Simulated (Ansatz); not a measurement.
# N on W(110): change of the work function, part 4 of 4

Wanted: Δφ(θ) for N/W(110), starting from the hollow site.

Ansatz 0.2.0; plane-wave DFT, PBE, Ansatz PAW.

So far, work function, upper face (eV): step 2 (the clean slab) 4.84; step 3 (37 atoms, coverage 0.111 ML, cell 3x3) 4.92; step 4 (17 atoms, coverage 0.25 ML, cell 2x2) 5.01.

### 5. Adsorbate added, k-mesh 6×6×1, coverage 0.5 ML

System of this step: W8N (N/W(110)). The cell holds 18 atoms: 16 W and 2 N. Cell: a = 5.473 Å, b = 5.473 Å, c = 26.557 Å, α = 90.0°, β = 90.0°, γ = 70.5°. Vacuum lies along c.

Another coverage, to see how the dipoles act on each other as their distance changes.

input.yaml

```yaml
crystal:
  lattice:
    - [4.468914857, -3.16, 0.0]
    - [4.468914857, 3.16, 0.0]
    - [0.0, 0.0, 26.5566077499]
  atoms:
    - { symbol: W, position: [0.0, 0.0, 0.3388987059] }
    - { symbol: W, position: [0.25, 0.25, 0.4230381205] }
    - { symbol: W, position: [0.0, 0.0, 0.5086038405] }
    - { symbol: W, position: [0.25, 0.25, 0.5911508627] }
    - { symbol: W, position: [0.0, 0.5, 0.3388987059] }
    - { symbol: W, position: [0.25, 0.75, 0.4230381205] }
    - { symbol: W, position: [0.0, 0.5, 0.5086038405] }
    - { symbol: W, position: [0.25, 0.75, 0.5911508627] }
    - { symbol: W, position: [0.5, 0.0, 0.3388987059] }
    - { symbol: W, position: [0.75, 0.25, 0.4230381205] }
    - { symbol: W, position: [0.5, 0.0, 0.5086038405] }
    - { symbol: W, position: [0.75, 0.25, 0.5911508627] }
    - { symbol: W, position: [0.5, 0.5, 0.3388987059] }
    - { symbol: W, position: [0.75, 0.75, 0.4230381205] }
    - { symbol: W, position: [0.5, 0.5, 0.5086038405] }
    - { symbol: W, position: [0.75, 0.75, 0.5911508627] }
    - { symbol: "N", position: [0.42, 0.42, 0.6611012941] }
    - { symbol: "N", position: [0.92, 0.42, 0.6611012941] }
kpoints:
  mp_grid: { grid: [6, 6, 1] }
hamiltonian:
  xc: pbe
scf:
  occupations: { method: fermi_dirac, width: 0.1 }
  convergence: { dr2_threshold: 1.0e-08 }
efield:
  axis: 3
  dipole_correction: true
  ramp_position: 0.97
  ramp_width: 0.06
relax:
  f_tol: 0.02
  max_steps: 60
  constraints: [{ sites: [0, 1, 4, 5, 8, 9, 12, 13] }]
output:
  dos: { projected: true, e_range: [-8, 4] }
  write_potential: true
  write_density: true
  volumetric_format: npy
  elf: true
```

Started as:

```sh
> ansatz run input.yaml --threads 4 --pin off --max-ram 16384MiB --backend cpu --events-out ev --progress --plain --runs-dir out
```

What it wrote:

```text
[...]
Crystal: 18 atoms, lattice volume = 750.053 Å³
Basis set: ecut = 420 eV, 14645 PW (Γ), exchange–correlation on 80×80×360 points (8 copies of the dense FFT grid, shifted against one another)
Bands: 141, of which v1, the nominal top of the filled ones, is band 117 counted from 1 (116 counted from 0)
Symmetry: 2 space group operations
[...]
- { symbol: W, position: [0.262636, 0.751246, 0.592425] }
[...]
- { symbol: W, position: [0.5, 0.5, 0.338899] }
    - { symbol: W, position: [0.75, 0.75, 0.4230381205] }
    - { symbol: W, position: [0.500643, 0.500389, 0.508894] }
    - { symbol: W, position: [0.762636, 0.751246, 0.592425] }
    - { symbol: N, position: [0.429198, 0.450681, 0.634889] }
    - { symbol: N, position: [0.929198, 0.450681, 0.634889] }
[key lines of the parts left out:]
SCF converged after 6 iterations
Free energy (F): -166916.930522 eV
Fermi energy:    4.475596 eV
Dipole field:    D = -0.029584 V/Å  (p = -0.122626 e·Å, saw-weighted, corrected)
Work function:   Φ+ = 5.6272 eV   Φ− = 4.8416 eV
```

It took 9.2 min on 4 threads of Arm Neoverse V1, shared host; peak memory 3.4 GiB; 36 min of CPU time.

The steps of the relaxation:

| step | energy less that of the first step (eV) | largest force component (eV/Å) |
| --- | --- | --- |
| 1 | 0.0000 | 4.9879 |
| 2 | -2.9669 | 5.0309 |
| 3 | -5.1199 | 2.6924 |
| 4 | -6.0165 | 1.1171 |
| 5 | -6.1991 | 0.2615 |
| 6 | -6.2301 | 0.0457 |
| 7 | -6.2306 | 0.0145 |

The run keeps the 2 symmetry operations that the program found, so distortions that break them were not tested.

The atoms that moved most (Å):

| atom | dx | dy | dz | length |
| --- | --- | --- | --- | --- |
| N17 | 0.178 | 0.068 | -0.696 | 0.722 |
| N18 | 0.178 | 0.068 | -0.696 | 0.722 |
| W4 | -0.073 | 0.032 | 0.098 | 0.127 |
| W12 | -0.073 | 0.032 | 0.098 | 0.127 |
| W16 | 0.062 | -0.036 | 0.034 | 0.079 |
| W8 | 0.062 | -0.036 | 0.034 | 0.079 |
| W11 | 0.009 | 0.008 | -0.022 | 0.025 |
| W3 | 0.009 | 0.008 | -0.022 | 0.025 |

The relaxed structure:

```cif
data_structure
_symmetry_space_group_name_H-M 'P 1'
_symmetry_Int_Tables_number 1
_cell_length_a 5.4733
_cell_length_b 5.4733
_cell_length_c 26.5566
_cell_angle_alpha 90.000
_cell_angle_beta 90.000
_cell_angle_gamma 70.529
_cell_volume 750.05
loop_
_atom_site_label
_atom_site_type_symbol
_atom_site_fract_x
_atom_site_fract_y
_atom_site_fract_z
_atom_site_occupancy
W1 W 0.00000 0.00000 0.33890 1
W2 W 0.25000 0.25000 0.42304 1
W3 W 0.99979 0.00227 0.50777 1
W4 W 0.23672 0.24699 0.59486 1
W5 W 0.00000 0.50000 0.33890 1
W6 W 0.25000 0.75000 0.42304 1
W7 W 0.00064 0.50039 0.50889 1
W8 W 0.26264 0.75125 0.59243 1
W9 W 0.50000 0.00000 0.33890 1
W10 W 0.75000 0.25000 0.42304 1
W11 W 0.49979 0.00227 0.50777 1
W12 W 0.73672 0.24699 0.59486 1
W13 W 0.50000 0.50000 0.33890 1
W14 W 0.75000 0.75000 0.42304 1
W15 W 0.50064 0.50039 0.50889 1
W16 W 0.76264 0.75125 0.59243 1
N17 N 0.42920 0.45068 0.63489 1
N18 N 0.92920 0.45068 0.63489 1
```

The density of states has structure finer than the step of the table below, so its rows give means over 0.25 eV. Peaks (eV: height): -3.280: 24.2, -3.100: 32.0, -2.740: 26.7, -2.590: 25.2, -1.980: 24.5, -1.740: 25.8, -1.440: 23.9.

Density of states against energy, zero at the Fermi level; means over each step:

| energy (eV) | density of states (states/eV a cell) |
| --- | --- |
| -7.75 | 1.02 |
| -7.50 | 1.36 |
| -7.25 | 1.81 |
| -7.00 | 2.69 |
| -6.75 | 2.77 |
| -6.50 | 4.87 |
| -6.25 | 7.25 |
| -6.00 | 8.00 |
| -5.75 | 9.58 |
| -5.50 | 13.3 |
| -5.25 | 14.4 |
| -5.00 | 15.1 |
| -4.75 | 14.8 |
| -4.50 | 18.1 |
| -4.25 | 15.9 |
| -4.00 | 11.8 |
| -3.75 | 9.30 |
| -3.50 | 12.7 |
| -3.25 | 18.7 |
| -3.00 | 25.8 |
| -2.75 | 20.1 |
| -2.50 | 21.1 |
| -2.25 | 19.7 |
| -2.00 | 22.0 |
| -1.75 | 20.6 |
| -1.50 | 20.9 |
| -1.25 | 15.4 |
| -1.00 | 14.2 |
| -0.75 | 12.4 |
| -0.50 | 12.9 |
| -0.25 | 8.65 |
| 0.00 | 9.86 |
| 0.25 | 9.54 |
| 0.50 | 11.6 |
| 0.75 | 13.6 |
| 1.00 | 15.4 |
| 1.25 | 16.6 |
| 1.50 | 19.8 |
| 1.75 | 19.5 |

The relaxation took 7 steps and lowered the energy by 6.2 eV; the largest force on the free atoms ends at 0.015 eV/Å.

The covered face has 5.63 eV, +0.78 eV against the clean one; the bare back face has moved by -0.06 eV, a measure of how thin the slab is.

### 6. Adsorbate added, k-mesh 12×12×1, coverage 1 ML

System of this step: W4N (N/W(110)). The cell holds 5 atoms: 4 W and 1 N. Cell: a = 2.737 Å, b = 2.737 Å, c = 26.557 Å, α = 90.0°, β = 90.0°, γ = 70.5°. Vacuum lies along c.

Another coverage, to see how the dipoles act on each other as their distance changes.

input.yaml, the sections that differ from step 5:

```yaml
crystal:
  lattice:
    - [2.2344574285, -1.58, 0.0]
    - [2.2344574285, 1.58, 0.0]
    - [0.0, 0.0, 26.5566077499]
  atoms:
    - { symbol: W, position: [0.0, 0.0, 0.3388987059] }
    - { symbol: W, position: [0.5, 0.5, 0.4230381205] }
    - { symbol: W, position: [0.0, 0.0, 0.5086038405] }
    - { symbol: W, position: [0.5, 0.5, 0.5911508627] }
    - { symbol: "N", position: [0.84, 0.84, 0.6611012941] }
kpoints:
  mp_grid: { grid: [12, 12, 1] }
relax:
  f_tol: 0.02
  max_steps: 60
  constraints: [{ sites: [0, 1] }]
output:
  write_potential: true
  write_density: true
  volumetric_format: npy
# hamiltonian, scf, efield: as in step 5
```

What it wrote:

```text
[...]
Crystal: 5 atoms, lattice volume = 187.513 Å³
Basis set: ecut = 420 eV, 3719 PW (Γ), exchange–correlation on 40×40×360 points (8 copies of the dense FFT grid, shifted against one another)
Bands: 37, of which v1, the nominal top of the filled ones, is band 31 counted from 1 (30 counted from 0)
Symmetry: 2 space group operations
[...]
F+E_penalty+E_count = -41921.28439011 eV   max|allowed force component| = 5.365e-3 eV/Å
  atoms:
    - { symbol: W, position: [0.0, 0.0, 0.338899] }
    - { symbol: W, position: [0.5, 0.5, 0.4230381205] }
    - { symbol: W, position: [0.00190863, 0.00190863, 0.508522] }
    - { symbol: W, position: [0.514183, 0.514183, 0.596143] }
    - { symbol: N, position: [0.892673, 0.892673, 0.635979] }
[key lines of the parts left out:]
SCF converged after 7 iterations
Free energy (F): -41921.284390 eV
Fermi energy:    4.384344 eV
Dipole field:    D = -0.062046 V/Å  (p = -0.064296 e·Å, saw-weighted, corrected)
Work function:   Φ+ = 6.5003 eV   Φ− = 4.8526 eV
```

The job ended after 53 s (4 threads; peak memory 0.59 GiB).

Relaxation path:

| step | energy less that of the first step (eV) | largest force component (eV/Å) |
| --- | --- | --- |
| 1 | 0.0000 | 4.7036 |
| 2 | -1.6381 | 4.8394 |
| 3 | -2.5110 | 1.7864 |
| 4 | -2.8185 | 0.8088 |
| 5 | -2.8921 | 0.2002 |
| 6 | -2.8955 | 0.0516 |
| 7 | -2.8959 | 0.0054 |

Forces are held to the 2 operations that the program found; a distortion that breaks them can't arise in this run.

The atoms that moved most (Å):

| atom | dx | dy | dz | length |
| --- | --- | --- | --- | --- |
| N5 | 0.235 | 0.000 | -0.667 | 0.707 |
| W4 | 0.063 | 0.000 | 0.133 | 0.147 |
| W3 | 0.009 | 0.000 | -0.002 | 0.009 |

Final coordinates:

```xyz
5
Lattice="2.2345 -1.5800 0.0000 2.2345 1.5800 0.0000 0.0000 0.0000 26.5566" Properties=species:S:1:pos:R:3
W     0.0000    0.0000    9.0000
W     2.2345    0.0000   11.2345
W     0.0085    0.0000   13.5046
W     2.2978    0.0000   15.8315
N     3.9893    0.0000   16.8894
```

The relaxation took 7 steps and lowered the energy by 2.9 eV; the largest force on the free atoms ends at 0.0054 eV/Å.

The covered face has 6.50 eV, +1.66 eV against the clean one; the bare back face has moved by -0.05 eV, a measure of how thin the slab is.

### 7. Work function against coverage

This step: plane-wave DFT, PBE, Ansatz PAW; work function against coverage (Ansatz 0.2.0).

The runs are now put side by side.

This step gave:

```yaml
work_function_of_the_clean_face: 4.845 eV
largest_change_of_the_work_function: 1.656 eV
```

Table of work function of the covered face by coverage:

| coverage (adsorbates/nm²) | work function of the covered face (eV) |
| --- | --- |
| 0.00 | 4.84 |
| 1.57 | 4.92 |
| 3.54 | 5.01 |
| 7.08 | 5.63 |
| 14.16 | 6.50 |

The dipole per adsorbate comes from the change of the cell's dipole. Coverage, by row:

| coverage (1/nm²) | coverage (ML) | work function (eV) | change (eV) | dipole per adsorbate, positive end outwards (debye) | mean height of the added atoms over the highest substrate atom (Å) |
| --- | --- | --- | --- | --- | --- |
| 1.573 | 0.1111 | 4.923 | 0.07876 | -0.138 | 1.114 |
| 3.541 | 0.25 | 5.009 | 0.1644 | -0.119 | 1.108 |
| 7.081 | 0.5 | 5.627 | 0.7825 | -0.315 | 1.063 |
| 14.16 | 1 | 6.5 | 1.656 | -0.319 | 1.058 |

### 8. Results

| Quantity | Value |
| --- | --- |
| work function of the clean face | 4.84 eV |
| work function at 0.11 ML | 4.92 eV |
| work function at 0.25 ML | 5.01 eV |
| work function at 0.5 ML | 5.63 eV |
| work function at 1 ML | 6.50 eV |
| dipole per adsorbate at 0.11 ML, positive end outwards | -0.14 D |

What this shows: At the lowest coverage N changes the work function of W(110) by under 0.15 eV, within the error of so thin a slab; the largest change, +1.66 eV, comes at higher coverage. The slab has 4 layers, at the tabulated experimental lattice constant, one starting site was run, and quantum-size effects of a slab this thin can reach one or two tenths of an eV.

[Long decimals in the printed logs are rounded to 6 places.]

[Logs are printed without paths, hosts, clocks, repeated set-up lines and the standing remarks that a program may print on its own settings, such as how far it seeks lower states.]

[Hosts, paths, dates, database ids (printed as entryN), source tags and the programs' standing remarks are cut or masked in the printed files.]

[Maps of the electrostatic potential energy from Ansatz leave out the sawtooth potential of an applied field or a dipole correction, so their vacuum need not be flat; planar profiles and work functions include it.]
